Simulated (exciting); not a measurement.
# RbLuS2: the S L₂,₃ edge from the Bethe–Salpeter equation, part 2 of 3

How far do the exchange and direct terms reshape the S L₂,₃ edge of RbLuS2?

exciting sodium; X-ray absorption, core-level Bethe-Salpeter equation, exchange and statically screened direct term, Tamm-Dancoff, all-electron LAPW+lo LDA.

So far. Step 3 (A richer basis for the empty states): Against the first ground state the total energy moves by -5 meV an atom and the gap by 0.00 eV.

**4. Screening, kernels and BSE for S atom 3**

The absorber has 3 Lu at 2.72 Å and 3 Rb at 3.29 Å (distorted octahedral, site symmetry 3m).

input.xml

```
<input>
  <title>RbLuS2</title>
  <structure speciespath="." autormt="false" epslat="1.0e-5">
    <crystal>
      <basevect>3.7709484810 2.1771581207 14.3858550755</basevect>
      <basevect>-3.7709484810 2.1771581207 14.3858550755</basevect>
      <basevect>0.0000000000 -4.3543162411 14.3858550755</basevect>
    </crystal>
    <species speciesfile="Lu.xml" rmt="2.300">
      <atom coord="0.5000000000 0.5000000000 0.5000000000"/>
    </species>
    <species speciesfile="Rb.xml" rmt="2.464">
      <atom coord="0.0000000000 0.0000000000 0.0000000000"/>
    </species>
    <species speciesfile="S.xml" rmt="2.300">
      <atom coord="0.7697000000 0.7697000000 0.7697000000"/>
      <atom coord="0.2303000000 0.2303000000 0.2303000000"/>
    </species>
  </structure>
  <groundstate do="skip" xctype="LDA_PW" ngridk="3 3 3" rgkmax="7" gmaxvr="14" nempty="8" swidth="0.001" maxscl="100" epsengy="1e-5"/>
  <xs xstype="BSE" ngridk="2 2 2" ngridq="2 2 2" vkloff="0.097 0.273 0.493" rgkmax="7" nempty="50" gqmax="3" lmaxapwwf="5" lmaxemat="3" broad="0.01654" tevout="true">
    <energywindow intv="5.083 6.746" points="452"/>
    <screening screentype="full" nempty="77"/>
    <BSE xas="true" xasspecies="3" xasatom="1" xasedge="L23" bsetype="singlet" nstlxas="1 46"/>
    <qpointset>
      <qpoint>0 0 0</qpoint>
    </qpointset>
    <plan>
      <doonly task="xsgeneigvec"/>
      <doonly task="writepmatxs"/>
      <doonly task="scrgeneigvec"/>
      <doonly task="scrwritepmat"/>
      <doonly task="screen"/>
      <doonly task="scrcoulint"/>
    </plan>
  </xs>
</input>
```

input.xml for the exchange start (cutoff and plan only)

```
  gqmax="2.5"
  <plan>
    <doonly task="exccoulint"/>
  </plan>
```

input.xml for the last start (plan only)

```
  <plan>
    <doonly task="bse"/>
  </plan>
```

Launch:

```sh
$ OMP_NUM_THREADS=1 mpirun -n 4 exciting
$ OMP_NUM_THREADS=1 mpirun -n 4 exciting
$ OMP_NUM_THREADS=4 exciting
```

Numbers of over 12 decimals in the logs are rounded to 6 here.

What it wrote:

```text
| EXCITING SODIUM started for task xsgeneigvec ( 301)                          =
One-shot GS runs for BSE calculations
One-shot GS runs for k+qmt/2 grids
Info(xsgeneigvec): Generating eigenvectors for Q-point      1
Info(xsgeneigvec): Generation of eigenvectors finished
| EXCITING SODIUM started for task writepmatxs ( 320)                          =
Info(writepmatxs): Momentum matrix elements finished
| EXCITING SODIUM started for task scrgeneigvec ( 401)                         =
One-shot GS runs for BSE calculations
One-shot GS runs for k+qmt/2 grids
Info(xsgeneigvec): Generating eigenvectors for Q-point      1
Using screening GS parameters.
Info(xsgeneigvec): Generation of eigenvectors finished
| EXCITING SODIUM started for task scrwritepmat ( 420)                         =
Info(writepmatxs): Momentum matrix elements finished
Info(scrwritepmat): Momentum matrix elements for screening finished
| EXCITING SODIUM started for task screen ( 430)                               =
Info(screenlauncher): Calculating screening for unshifted q-grid.
Info(screenlauncher): Number of q points:       4
Info(screenlauncher): lowest (partially)  unoccupied state:     24
Info(screenlauncher): highest (partially) occupied state  :     23
Info(screenlauncher): number of occupied states considered:   23
Info(screenlauncher): number of unoccupied states considered:   78
Info(screenlauncher): Starting loop over q-points
Info(screenlauncher): Screening for unshifted q-grid finished
Info(screenlauncher): Screening finished
| EXCITING SODIUM started for task scrcoulint ( 440)                           =
Info(scrcoulintlauncher): Setting up screened Coulomb interaction matrix W.
Info(scrcoulintlauncher): Using momentum transfer vectors from list :   1 to  1
Info(scrcoulintlauncher): Calculating screened Coulomb interaction matrix W
Info(scrcoulintlauncher): Momentum transfer list index: iqmt=  1
Info(scrcoulintlauncher): Momentum transfer: vqmtl=   0.000   0.000   0.000
Info(scrcoulintlauncher): Calculating RR block of W
Info(scrcoulint): Inspecting occupations...
Info(setranges_modxs): Number of non-reduced k-points:        8
Info(setranges_modxs): Number of states considered:       74
Info(setranges_modxs): Number of (partially) occupied states:       10
Info(setranges_modxs): Highest (partially) occupied states:       23
Info(setranges_modxs): Number of (partially) unoccupied states:       51
Info(setranges_modxs): Lowest (partially) unoccupied states:       24
Info(scrcoulint): Selecting transitions...
Info(select_transitions): Inspecting transitions in the  band interval:
  lowest occupied state:   5
  highest occupied state:  10
  lowest unoccupied state:  24
  highest unoccupied state:  69
  Opening gap with a scissor of:      0.000/H      0.000/eV
Info(select_transitions): Number of participating transitions:    2208
Info(scrcoulint): Size of file SCCLI will be about     0.040864 GB
Info(scrcoulint): Using q-grid
Info(scrcoulint): Number of reduced q-points:      4
Info(scrcoulint): Number of non-reduced q-points:      8
Info(scrcoulint): Calculating W(G1,G2,qr) fourier coefficients
Info(scrcoulint): Calculating W matrix elements
Info(scrcoulintlauncher): Screened coulomb interaction finished for iqmt=   1
| EXCITING SODIUM started for task exccoulint ( 441)                           =
Info(exccoulintlauncher): Setting up exchange interaction matrix V.
Info(exccoulintlauncher): Using momentum transfer vectors from list :   1 to  1
Info(exccoulintlauncher):Calculating exchange interaction matrix V
Info(exccoulintlauncher): Momentum transfer list index: iqmt=  1
Info(exccoulintlauncher): Momentum transfer: vqmtl=   0.000   0.000   0.000
Info(exccoulintlauncher): Calculating RR block of V
Info(exccoulint): Inspecting occupations...
Info(setranges_modxs): Number of non-reduced k-points:        8
Info(setranges_modxs): Number of states considered:       74
Info(setranges_modxs): Number of (partially) occupied states:       10
Info(setranges_modxs): Highest (partially) occupied states:       23
Info(setranges_modxs): Number of (partially) unoccupied states:       51
Info(setranges_modxs): Lowest (partially) unoccupied states:       24
Info(exccoulint): Selecting transitions...
Info(select_transitions): Inspecting transitions in the  band interval:
  lowest occupied state:   5
  highest occupied state:  10
  lowest unoccupied state:  24
  highest unoccupied state:  69
  Opening gap with a scissor of:      0.000/H      0.000/eV
Info(select_transitions): Number of participating transitions:    2208
Info(exccoulint): Size of file EXCLI will be about     0.040864 GB
Info(exccoulint): Generating plane wave matrix elements for momentum transfer iqmt=   1
  Timing (in seconds)	   :     487.511
Info(exccoulint): Generating V matrix elements
Info(exccoulint): Zeroing Coulomb potential at G+qmt index:  1
Info(exccoulintlauncher): Exchange interaction finished for iqmt=   1
| EXCITING SODIUM started for task bse ( 445)                                  =
Info(bselauncher): Init time:    3.305043
Info(bselauncher): Setting up and diagonalizing BSE Hamiltonian.
Info(bselauncher): Using momentum transfer vectors from list :   1 to  1
Info(bselauncher): Distributing qmt-points over   1 processes.
Info(bselauncher): BSE type: singlet
Info(bselauncher): Momentum transfer list index: iqmt=  1
Info(bselauncher): Momentum transfer: vqmtl=   0.000   0.000   0.000
Info(bse): Inspecting occupations...
Info(setranges_modxs): Number of non-reduced k-points:        8
Info(setranges_modxs): Number of states considered:       74
Info(setranges_modxs): Number of (partially) occupied states:       10
Info(setranges_modxs): Highest (partially) occupied states:       23
Info(setranges_modxs): Number of (partially) unoccupied states:       51
Info(setranges_modxs): Lowest (partially) unoccupied states:       24
Info(select_transitions): Inspecting transitions in the  band interval:
  lowest occupied state:   5
  highest occupied state:  10
  lowest unoccupied state:  24
  highest unoccupied state:  69
  Opening gap with a scissor of:      0.000/H      0.000/eV
Info(select_transitions): Number of participating transitions:    2208
Info(bse): Selecting transitions...
Info(bse):bsegap (eV):   150.489179
Info(bse): Assembling BSE matrix
  RR/RA blocks of global BSE-Hamiltonian:
  Size of the Hamiltonian:    2208
  Number of k-points:       8
  Distributing matrix to   1 processes
  Local matrix shape   2208 x  2208
Info(bse): max local RAM needed for BSE matrices ~     0.072647 GB
Info(setup_bse_block): Setting up RR part of hamiltonian
Info(setup_bse_block): Singlet spin state
Info(bse): Diagonalizing RR Hamiltonian (TDA)
Info(bse): Invoking Lapack routine ZHEEVR
      2208 eigen solutions found in the interval:
         i1=       1 i2=    2208
Info(bse): Writing excition energies and oscillator strengths to text file.
Info(makespectrum_dist): Making spectrum using formula for coupling with time reversed AR basis.
Info(makespectrum_dist): Using formalism for vanishing momentum transfer.
Info(writederived): Writing quantities derived from the macroscopic dielectric function.
Info(bselauncher): Spectrum finished for iqmt=  1
Info(bselauncher): All done for BSE type singlet
```

The job ended after 13 min (4 MPI ranks of Intel Xeon at 2.50GHz (Skylake/Cascade Lake), shared host).

Wall time by task: xsgeneigvec 18 s, writepmatxs 10 s, scrgeneigvec 7.8 s, scrwritepmat 9.3 s, screen 87 s, scrcoulint 1.9 min, exccoulint 8.4 min, bse 18 s.

The S L₂,₃ spectrum of S atom 3 (energy from the Kohn–Sham onset, core level to the lowest empty state found on the meshes used, 150.30 eV; the ground-state mesh sets it, and the shifted mesh has its lowest transition 0.19 eV above it; Im ε scaled to the maximum of the singlet run; cut below the end of the band set):

| E (eV) | isotropic | ε ⊥ c | ε ∥ c |
| --- | --- | --- | --- |
| -3.0 | 0.02 | 0.02 | 0.02 |
| -2.5 | 0.03 | 0.03 | 0.03 |
| -2.0 | 0.04 | 0.04 | 0.04 |
| -1.5 | 0.06 | 0.06 | 0.07 |
| -1.0 | 0.12 | 0.11 | 0.13 |
| -0.5 | 0.15 | 0.14 | 0.15 |
| 0.0 | 0.20 | 0.20 | 0.19 |
| 0.5 | 0.27 | 0.28 | 0.27 |
| 1.0 | 0.34 | 0.33 | 0.36 |
| 1.5 | 0.44 | 0.44 | 0.44 |
| 2.0 | 0.45 | 0.47 | 0.42 |
| 2.5 | 0.42 | 0.42 | 0.41 |
| 3.0 | 0.37 | 0.37 | 0.37 |
| 3.5 | 0.35 | 0.35 | 0.35 |
| 4.0 | 0.34 | 0.34 | 0.35 |
| 4.5 | 0.34 | 0.33 | 0.35 |
| 5.0 | 0.39 | 0.38 | 0.41 |
| 5.5 | 0.44 | 0.44 | 0.44 |
| 6.0 | 0.44 | 0.45 | 0.42 |
| 6.5 | 0.46 | 0.47 | 0.43 |
| 7.0 | 0.50 | 0.52 | 0.46 |
| 7.5 | 0.54 | 0.56 | 0.52 |
| 8.0 | 0.58 | 0.57 | 0.58 |
| 8.5 | 0.71 | 0.71 | 0.73 |
| 9.0 | 0.86 | 0.85 | 0.87 |
| 9.5 | 0.85 | 0.82 | 0.91 |
| 10.0 | 0.98 | 0.94 | 1.05 |
| 10.5 | 0.93 | 0.93 | 0.93 |
| 11.0 | 0.80 | 0.83 | 0.75 |
| 11.5 | 0.77 | 0.80 | 0.72 |
| 12.0 | 0.67 | 0.68 | 0.63 |
| 12.5 | 0.71 | 0.72 | 0.70 |
| 13.0 | 0.78 | 0.78 | 0.80 |
| 13.5 | 0.78 | 0.77 | 0.80 |
| 14.0 | 0.84 | 0.83 | 0.84 |
| 14.5 | 0.90 | 0.91 | 0.89 |
| 15.0 | 0.84 | 0.86 | 0.79 |
| 15.5 | 0.78 | 0.82 | 0.70 |
| 16.0 | 0.70 | 0.73 | 0.66 |
| 16.5 | 0.64 | 0.62 | 0.67 |
| 17.0 | 0.60 | 0.58 | 0.66 |
| 17.5 | 0.55 | 0.52 | 0.61 |
| 18.0 | 0.54 | 0.51 | 0.61 |
| 18.5 | 0.56 | 0.53 | 0.63 |
| 19.0 | 0.60 | 0.59 | 0.63 |
| 19.5 | 0.60 | 0.59 | 0.61 |
| 20.0 | 0.59 | 0.60 | 0.58 |
| 20.5 | 0.60 | 0.60 | 0.59 |
| 21.0 | 0.56 | 0.55 | 0.58 |

Maxima (height): 1.8 eV (0.46), 9.1 eV (0.86), 10.1 eV (1.00), 13.0 eV (0.79), 14.4 eV (0.90), 19.1 eV (0.60) and 20.2 eV (0.61).

The Hamiltonian has 2208 rows. The lowest groups of eigenvalues and the brightest ones, on the scale above (the program counts from the shifted mesh's onset, 0.19 eV higher). Core spinors bring spin-forbidden partners, so dark means forbidden by spin or by symmetry, and the shifted mesh splits states that symmetry would keep together:

| energy (eV) | states within 10 meV | relative strength |
| --- | --- | --- |
| -0.985 | 4 | 0.24 |
| -0.877 | 4 | 0.23 |
| -0.505 | 4 | 0.20 |
| -0.265 | 4 | 0.10 |
| -0.080 | 4 | 0.21 |
| 0.237 | 4 | 0.12 |
| 8.848 | 4 | 0.72 |
| 9.796 | 6 | 0.62 |
| 10.070 | 1 | 1.00 |
| 10.293 | 6 | 0.73 |
| 10.485 | 4 | 0.69 |
| 11.267 | 6 | 0.81 |
| 13.025 | 4 | 0.74 |

**5. Independent particles**

Edit input.xml of step 4 so:

```diff
@@ -23,3 +23,3 @@
     <screening screentype="full" nempty="77"/>
-    <BSE xas="true" xasspecies="3" xasatom="1" xasedge="L23" bsetype="singlet" nstlxas="1 46"/>
+    <BSE xas="true" xasspecies="3" xasatom="1" xasedge="L23" bsetype="IP" nstlxas="1 46"/>
     <qpointset>
@@ -28,8 +28,3 @@
     <plan>
-      <doonly task="xsgeneigvec"/>
-      <doonly task="writepmatxs"/>
-      <doonly task="scrgeneigvec"/>
-      <doonly task="scrwritepmat"/>
-      <doonly task="screen"/>
-      <doonly task="scrcoulint"/>
+      <doonly task="bse"/>
     </plan>
```

Launch:

```sh
$ OMP_NUM_THREADS=4 exciting
```

What it wrote:

```text
| EXCITING SODIUM started for task bse ( 445)                                  =
Info(bselauncher): Init time:    3.234193
Info(bselauncher): Setting up and diagonalizing BSE Hamiltonian.
Info(bselauncher): Using momentum transfer vectors from list :   1 to  1
Info(bselauncher): Distributing qmt-points over   1 processes.
Info(bselauncher): BSE type: IP
Info(bselauncher): Momentum transfer list index: iqmt=  1
Info(bselauncher): Momentum transfer: vqmtl=   0.000   0.000   0.000
Info(bse): Inspecting occupations...
Info(setranges_modxs): Number of non-reduced k-points:        8
[...]
highest unoccupied state:  69
  Opening gap with a scissor of:      0.000/H      0.000/eV
Info(select_transitions): Number of participating transitions:    2208
Info(bse): Selecting transitions...
Info(bse):bsegap (eV):   150.489179
Info(bse): IP requested, nothing much to do
Info(bse): Writing excition energies and oscillator strengths to text file.
Info(makespectrum_dist): Making spectrum using formula for coupling with time reversed AR basis.
Info(makespectrum_dist): Using formalism for vanishing momentum transfer.
Info(writederived): Writing quantities derived from the macroscopic dielectric function.
Info(bselauncher): Spectrum finished for iqmt=  1
Info(bselauncher): All done for BSE type IP
```

Wall time 4.5 s (4 threads).

Maxima (height): 11.4 eV (0.82), 12.5 eV (0.74), 15.7 eV (0.92), 16.6 eV (0.91) and 20.1 eV (0.80); 2 lower ones aren't listed. The spectrum differs from the singlet run by 39 % r.m.s. Moving the earlier curve by +2.6 eV leaves 19 %. The highest maximum lies at 15.7 eV (0.92), against 10.1 eV (1.00).

**6. Exchange alone**

Edit input.xml of step 5 so:

```diff
@@ -23,3 +23,3 @@
     <screening screentype="full" nempty="77"/>
-    <BSE xas="true" xasspecies="3" xasatom="1" xasedge="L23" bsetype="IP" nstlxas="1 46"/>
+    <BSE xas="true" xasspecies="3" xasatom="1" xasedge="L23" bsetype="RPA" nstlxas="1 46"/>
     <qpointset>
```

Launch:

```sh
$ OMP_NUM_THREADS=4 exciting
```

What it wrote:

```text
| EXCITING SODIUM started for task bse ( 445)                                  =
Info(bselauncher): Init time:    3.637294
Info(bselauncher): Setting up and diagonalizing BSE Hamiltonian.
Info(bselauncher): Using momentum transfer vectors from list :   1 to  1
Info(bselauncher): Distributing qmt-points over   1 processes.
Info(bselauncher): BSE type: RPA
Info(bselauncher): Momentum transfer list index: iqmt=  1
Info(bselauncher): Momentum transfer: vqmtl=   0.000   0.000   0.000
Info(bse): Inspecting occupations...
Info(setranges_modxs): Number of non-reduced k-points:        8
[...]
Info(setup_bse_block): Setting up RR part of hamiltonian
Info(setup_bse_block): Using RPA approximation
Info(bse): Diagonalizing RR Hamiltonian (TDA)
Info(bse): Invoking Lapack routine ZHEEVR
      2208 eigen solutions found in the interval:
         i1=       1 i2=    2208
Info(bse): Writing excition energies and oscillator strengths to text file.
Info(makespectrum_dist): Making spectrum using formula for coupling with time reversed AR basis.
Info(makespectrum_dist): Using formalism for vanishing momentum transfer.
Info(writederived): Writing quantities derived from the macroscopic dielectric function.
Info(bselauncher): Spectrum finished for iqmt=  1
Info(bselauncher): All done for BSE type RPA
```

Run time: 20 s. Hardware: 4 threads.

Maxima (height): 11.4 eV (0.77), 12.6 eV (0.70), 15.8 eV (0.89), 16.7 eV (0.91) and 20.1 eV (0.81); 2 lower ones aren't listed. The spectrum differs from the independent-particle run by 4 % r.m.s. The highest maximum lies at 16.7 eV (0.91), against 15.7 eV (0.92).

**7. Direct term alone**

Edit input.xml of step 6 so:

```diff
@@ -23,3 +23,3 @@
     <screening screentype="full" nempty="77"/>
-    <BSE xas="true" xasspecies="3" xasatom="1" xasedge="L23" bsetype="RPA" nstlxas="1 46"/>
+    <BSE xas="true" xasspecies="3" xasatom="1" xasedge="L23" bsetype="triplet" nstlxas="1 46"/>
     <qpointset>
```

Launch:

```sh
$ OMP_NUM_THREADS=4 exciting
```

What it wrote:

```text
| EXCITING SODIUM started for task bse ( 445)                                  =
Info(bselauncher): Init time:    3.225774
Info(bselauncher): Setting up and diagonalizing BSE Hamiltonian.
Info(bselauncher): Using momentum transfer vectors from list :   1 to  1
Info(bselauncher): Distributing qmt-points over   1 processes.
Info(bselauncher): BSE type: triplet
Info(bselauncher): Momentum transfer list index: iqmt=  1
Info(bselauncher): Momentum transfer: vqmtl=   0.000   0.000   0.000
Info(bse): Inspecting occupations...
[...]
Info(setup_bse_block): Setting up RR part of hamiltonian
Info(setup_bse_block): Triplet spin state
Info(bse): Diagonalizing RR Hamiltonian (TDA)
Info(bse): Invoking Lapack routine ZHEEVR
      2208 eigen solutions found in the interval:
         i1=       1 i2=    2208
Info(bse): Writing excition energies and oscillator strengths to text file.
Info(makespectrum_dist): Making spectrum using formula for coupling with time reversed AR basis.
Info(makespectrum_dist): Using formalism for vanishing momentum transfer.
Info(writederived): Writing quantities derived from the macroscopic dielectric function.
Info(bselauncher): Spectrum finished for iqmt=  1
Info(bselauncher): All done for BSE type triplet
```

The job ended after 20 s (4 threads).

Maxima (height): 9.0 eV (0.92), 10.1 eV (1.02), 13.0 eV (0.79), 14.3 eV (0.89) and 19.1 eV (0.57); 2 lower ones aren't listed. The spectrum differs from the singlet run by 5 % r.m.s.

**8. Broadening**

Changed against the first singlet run: half width (eV) from 0.45 to 1.35.

Edit input.xml of step 7 so:

```diff
@@ -20,6 +20,6 @@
   <groundstate do="skip" xctype="LDA_PW" ngridk="3 3 3" rgkmax="7" gmaxvr="14" nempty="8" swidth="0.001" maxscl="100" epsengy="1e-5"/>
-  <xs xstype="BSE" ngridk="2 2 2" ngridq="2 2 2" vkloff="0.097 0.273 0.493" rgkmax="7" nempty="50" gqmax="3" lmaxapwwf="5" lmaxemat="3" broad="0.01654" tevout="true">
+  <xs xstype="BSE" ngridk="2 2 2" ngridq="2 2 2" vkloff="0.097 0.273 0.493" rgkmax="7" nempty="50" gqmax="3" lmaxapwwf="5" lmaxemat="3" broad="0.04961" tevout="true">
     <energywindow intv="5.083 6.746" points="452"/>
     <screening screentype="full" nempty="77"/>
-    <BSE xas="true" xasspecies="3" xasatom="1" xasedge="L23" bsetype="triplet" nstlxas="1 46"/>
+    <BSE xas="true" xasspecies="3" xasatom="1" xasedge="L23" bsetype="singlet" nstlxas="1 46"/>
     <qpointset>
```

Launch:

```sh
$ OMP_NUM_THREADS=4 exciting
```

What it wrote:

```text
| EXCITING SODIUM started for task bse ( 445)                                  =
Info(bselauncher): Init time:    3.493290
Info(bselauncher): Setting up and diagonalizing BSE Hamiltonian.
Info(bselauncher): Using momentum transfer vectors from list :   1 to  1
Info(bselauncher): Distributing qmt-points over   1 processes.
Info(bselauncher): BSE type: singlet
Info(bselauncher): Momentum transfer list index: iqmt=  1
Info(bselauncher): Momentum transfer: vqmtl=   0.000   0.000   0.000
Info(bse): Inspecting occupations...
[...]
Info(setup_bse_block): Setting up RR part of hamiltonian
Info(setup_bse_block): Singlet spin state
Info(bse): Diagonalizing RR Hamiltonian (TDA)
Info(bse): Invoking Lapack routine ZHEEVR
      2208 eigen solutions found in the interval:
         i1=       1 i2=    2208
Info(bse): Writing excition energies and oscillator strengths to text file.
Info(makespectrum_dist): Making spectrum using formula for coupling with time reversed AR basis.
Info(makespectrum_dist): Using formalism for vanishing momentum transfer.
Info(writederived): Writing quantities derived from the macroscopic dielectric function.
Info(bselauncher): Spectrum finished for iqmt=  1
Info(bselauncher): All done for BSE type singlet
```

Run time: 20 s. Hardware: 4 threads.

The spectrum differs from the singlet run by 12 % r.m.s. The highest maximum lies at 10.2 eV (0.77), against 10.1 eV (1.00). Only the width of each line changes; the area stays. A table step wider than the lines misses their tops.

| E (eV) | first run | this run |
| --- | --- | --- |
| -8.0 | 0.01 | 0.02 |
| -7.0 | 0.01 | 0.03 |
| -6.0 | 0.01 | 0.03 |
| -5.0 | 0.01 | 0.04 |
| -4.0 | 0.02 | 0.05 |
| -3.0 | 0.02 | 0.06 |
| -2.0 | 0.04 | 0.09 |
| -1.0 | 0.12 | 0.15 |
| 0.0 | 0.20 | 0.22 |
| 1.0 | 0.34 | 0.30 |
| 2.0 | 0.45 | 0.36 |
| 3.0 | 0.37 | 0.36 |
| 4.0 | 0.34 | 0.37 |
| 5.0 | 0.39 | 0.40 |
| 6.0 | 0.44 | 0.45 |
| 7.0 | 0.50 | 0.51 |
| 8.0 | 0.58 | 0.60 |
| 9.0 | 0.86 | 0.70 |
| 10.0 | 0.98 | 0.77 |
| 11.0 | 0.80 | 0.75 |
| 12.0 | 0.67 | 0.71 |
| 13.0 | 0.78 | 0.72 |
| 14.0 | 0.84 | 0.74 |
| 15.0 | 0.84 | 0.73 |
| 16.0 | 0.70 | 0.66 |
| 17.0 | 0.60 | 0.60 |
| 18.0 | 0.54 | 0.56 |
| 19.0 | 0.60 | 0.55 |
| 20.0 | 0.59 | 0.53 |
| 21.0 | 0.56 | 0.49 |

(Continued in part 3 of 3.)

[Banner, clock and machine lines of the logs are left out without a mark of their own.]

[Logs are printed without paths, hosts, clocks, repeated set-up lines and the standing remarks that a program may print on its own settings, such as how far it seeks lower states.]

[Hosts, paths, dates, database ids (printed as entryN), source tags and the programs' standing remarks are cut or masked in the printed files.]
